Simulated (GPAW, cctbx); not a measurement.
# How far are the atoms of Rb2LiAlI6 from free atoms?

Question: by how much does bonding change the X-ray structure factors of Rb2LiAlI6, and what does a routine refinement make of it?

The start was made by putting kin elements into a known structure type; the compound need not exist, or be stable, in this form. All numbers below are calculated.

### 1. Find the equilibrium geometry

The density hangs on the geometry, so cell and atoms are relaxed first, with the symmetry held. The cutoff is set higher than for the density because stress converges slowly with plane waves.

Settings: GPAW 26.7.0, PBE, 670 eV, 2×2×2 k-points, Fermi–Dirac width 0.05 eV, BFGS to 0.03 eV/Å.

```text
cell
1.0
     0.000000000    5.861000000    5.861000000
     5.861000000    0.000000000    5.861000000
     5.861000000    5.861000000    0.000000000
I Rb Al Li
6 2 1 1
Direct
0.749800000 0.749800000 0.250200000
0.749800000 0.250200000 0.749800000
0.250200000 0.749800000 0.250200000
0.250200000 0.749800000 0.749800000
0.250200000 0.250200000 0.749800000
0.749800000 0.250200000 0.250200000
0.250000000 0.250000000 0.250000000
0.750000000 0.750000000 0.750000000
0.000000000 0.000000000 0.000000000
0.500000000 0.500000000 0.500000000
```

```console
$ OMP_NUM_THREADS=1 mpirun -n 4 gpaw python run.py > gpaw.log
```

```text
BFGS:    0      -26.428923        0.816853
BFGS:    1      -26.486091        0.758586
BFGS:    2      -26.758119        0.246372
BFGS:    3      -26.781662        0.044190
BFGS:    4      -26.782434        0.009672
cell  8.2595 8.2595 8.2595  60.00 60.00 60.00
volume 398.426 A^3, largest force 0.004 eV/A, largest stress 0.04 GPa
```

After 4 steps the volume has changed by -1.1 % and the energy by -0.354 eV; the largest stress left is 0.04 GPa. It took 56 s on 4 cores of Intel(R) Xeon(R) Platinum 8488C (Sapphire Rapids) (shared host), peak memory 1.1 GiB.

Relaxed structure: Fm-3m (no. 225), a = 11.6807 Å, b = 11.6807 Å, c = 11.6807 Å, α = 90.00°, β = 90.00°, γ = 90.00°.

| atom | mult. | x | y | z |
| --- | --- | --- | --- | --- |
| I1 | 24 | 0 | 0 | 0.7609 |
| Rb1 | 8 | 1/4 | 3/4 | 3/4 |
| Al1 | 4 | 0 | 0 | 0 |
| Li1 | 4 | 1/2 | 0 | 0 |

### 2. Density and charge transfer

X-rays see the whole electron density, so the PAW density is rebuilt with its core regions. Subtracting spherical free atoms from the same code cancels the cores and leaves the deformation density Δρ, the part due to bonding.

Settings: PBE, 550 eV, 3×3×3 k-points, Fermi–Dirac width 0.05 eV; primitive cell of 10 atoms.

```console
$ OMP_NUM_THREADS=1 mpirun -n 4 gpaw python run.py > gpaw.log
```

```text
|iter:   1|       0s |  -27.261021 | -0.93 |       |
|iter:   2|       1s |  -27.202525 | -2.78 | -1.31 |
|iter:   3|       2s |  -27.017998 | -2.73 | -1.35 |
...
|iter:   7|       7s |  -26.920696c| -6.33 | -3.23 |
|iter:   8|       8s |  -26.920701c| -7.22 | -3.86 |
|iter:   9|       9s |  -26.920701c| -7.86c| -4.76c|
```

```text
grid (90, 90, 90)  electrons 408.000  moved by bonding 1.387 e
deformation density beyond 0.5 A of the nuclei: max 0.069, min -0.065 e/A^3
atom        x       y       z   Voronoi charge  moment
I 1    0.7609  0.7609  0.2391     -0.152       0.00
I 2    0.7609  0.2391  0.7609     -0.152       0.00
I 3    0.2391  0.7609  0.2391     -0.152       0.00
I 4    0.2391  0.7609  0.7609     -0.152       0.00
I 5    0.2391  0.2391  0.7609     -0.152       0.00
I 6    0.7609  0.2391  0.2391     -0.152       0.00
Rb7    0.2500  0.2500  0.2500      0.261       0.00
Rb8    0.7500  0.7500  0.7500      0.261       0.00
Al9    0.0000  0.0000  0.0000      0.230       0.00
Li10   0.5000  0.5000  0.5000      0.158       0.00
mean inner potential of superposed free atoms 11.645 V
total magnetic moment 0.000 muB
```

Deformation density in a plane through the shortest contact of the I atom at the origin, in 0.01 e/Å³ (clipped at ±99); x from -1.6 to 4.4 Å, y from 2.4 down to -2.4 Å:

```text
  1   0   0   0   0   0   0   0   1   0  -2   .  -2   0   1   0
  0   0   0   0   0   0   0   0   0   0  -1  -2  -1   0   0   0
  0   0   0   1   1   0   0   0   0   2   5   6   5   2   0   0
  0   0   1   2   2   1   0   0   0   0   3   4   3   0   0   0
  0   0   1   2   2   0   0   2   0  -3  -4  -3  -4  -3   0   2
  0   0  -1  -1   .  -2  -1   5   3  -4  -4   .  -4  -4   3   5
  0   0  -2   .   .   .  -2   6   4  -3   .   .   .  -3   4   6
  0   0  -1  -1   .  -2  -1   5   3  -4  -4   .  -4  -4   3   5
  0   0   1   2   2   0   0   2   0  -3  -4  -3  -4  -3   0   2
  0   0   1   2   2   1   0   0   0   0   3   4   3   0   0   0
  0   0   0   1   1   0   0   0   0   2   5   6   5   2   0   0
  0   0   0   0   0   0   0   0   0   0  -1  -2  -1   0   0   0
  1   0   0   0   0   0   0   0   1   0  -2   .  -2   0   1   0
```

Atoms in or within 0.15 Å of the plane: I (0.0, 0.0), Al (2.8, 0.0) Å. Dots mark points within about 0.45 Å of a nucleus; large values next to them are atomic features.

I gains most (-0.15 e) and Rb loses most (+0.26 e), as electronegativity suggests. Such charges fall far short of formal ones, since overlapping free atoms already put density on their neighbours. Along the shortest contact from the I atom at the map's origin, I–Al at 2.79 Å, Δρ is +0.07 e/Å³ at the midpoint: a modest build-up. At the midpoints of other shortest contacts it is 0.00 (I–Li, 3.05 Å) e/Å³. Point values carry grid noise of about 0.01 e/Å³. The run needed 9 iterations, 24 s.

### 3. From the density to structure factors

The Fourier components of Δρ, added to those of the free atoms, give the static X-ray structure factors; the Mott–Bethe relation turns them into the Fourier components V of the potential that fast electrons feel.

```text
static structure factors of the conventional cell: F in electrons, V (Mott-Bethe) in volts
   h  k  l      d  |F| table  |F| free   |F| DFT   change   |V| free  |V| DFT  change %
   1  1  1  6.7439   120.934   121.021   121.053    0.032     0.778    0.774     -0.5
   0  2  0  5.8403   183.754   183.549   184.183    0.634     1.218    1.156     -5.1
   0  2  2  4.1298    59.672    59.593    61.461    1.867     0.173    0.264     53.0
   1  3  1  3.5219     8.323     8.429     8.146   -0.283     0.111    0.122      9.1
   2  2  2  3.3719  1295.569  1296.101  1298.304    2.204     6.409    6.337     -1.1
   0  4  0  2.9202  1340.126  1340.858  1341.219    0.361     6.753    6.744     -0.1
   1  3  3  2.6797    86.899    86.911    87.442    0.531     0.350    0.339     -3.1
   0  4  2  2.6119   139.728   139.950   139.562   -0.388     0.789    0.797      1.0
   2  4  2  2.3843    65.678    65.876    65.434   -0.441     0.098    0.105      7.4
   3  3  3  2.2480   171.718   171.836   172.500    0.664     0.689    0.680     -1.4
   1  5  1  2.2480   183.225   183.358   183.050   -0.309     0.826    0.831      0.5
   0  4  4  2.0649  1191.594  1192.219  1190.852   -1.367     5.006    5.023      0.3
   1  5  3  1.9744    89.855    89.885    89.458   -0.428     0.392    0.396      1.2
   2  4  4  1.9468   116.361   116.387   115.561   -0.826     0.523    0.532      1.7
```

The largest X-ray change is +2.20 e on 222, 0.2 % of |F|. For electrons V goes as (Z − F)/g², so a change of F counts against Z − F, which is small at low angle and wherever the atoms' terms cancel: |V| of 022 moves by +53.0 % (0.17 to 0.26 V) against +3.1 % in |F|. The last three rows still change by up to 1.37 e; the table stops while the angles are still low. The tabulated Hartree–Fock atoms differ from the free DFT atoms by up to 0.73 e, so the choice of reference atom matters too.

### 4. Refining ordinary atoms against data with bonding

Routine crystallography fits spherical atoms. To see the bias, intensities are simulated from tabulated atoms plus the DFT change ΔF, so that bonding alone can misfit (26228 reflections of the full sphere, merged to the counts below, to 0.4 Å, 1.5 % proportional noise plus counting noise, assumed isotropic U as listed, Δρ smeared by the mean U) and refined with cctbx over different ranges.

```csv
range,data,R1,GooF,U I1 (true 0.006),U Rb1 (true 0.0068),U Al1 (true 0.0096),U Li1 (true 0.0129),largest shift (Å),"Δρ max, min (e/Å³)"
all data,719,0.0036,0.95,0.0060,0.0068,0.0097,0.0130,0.0000,"0.21, -0.25"
"low resolution, d > 0.84",99,0.0028,1.07,0.0060,0.0069,0.0096,0.0126,0.0000,"0.13, -0.10"
"high order, d < 0.75",588,0.0041,0.93,0.0060,0.0068,0.0097,0.0132,0.0000,"0.21, -0.21"
"occupancies free, d > 0.7",162,0.0028,1.00,0.0060,0.0068,0.0095,0.0124,0.0000,"0.13, -0.12"
```

With all data GooF is 0.95, so at this noise the bonding hardly shows; the top residual peak, near noise level, lies 2.07 Å from I and 2.58 Å from I. No U is off by more than 3 s.u. at low resolution. With I1 held at 1 and the scale free, the other occupancies refine to Rb1 1.000(0.001), Al1 0.996(0.004) and Li1 1.002(0.024), within three s.u. of full.

### 5. Answer

Bonding moves 1.39 e in the primitive cell of Rb2LiAlI6 and changes the structure factors of the conventional cell in the table above by at most 2.20 e (222, 0.2 %), and among reflections above 2 % of the strongest by up to 3.1 % (022). The shortest bond, I–Al, has Δρ = +0.07 e/Å³ at its midpoint. With all data GooF is 0.95, so at this noise the bonding hardly shows. Limits: static density, frozen cores, no spin–orbit coupling.

[Outputs are excerpts: Python notices, other lines and further rows are left out; steps that failed or that the build refused (PBEsol, TPSS) are not shown.]

[Logs are printed without paths, hosts, clocks, repeated set-up lines and the standing remarks that a program may print on its own settings, such as how far it seeks lower states.]
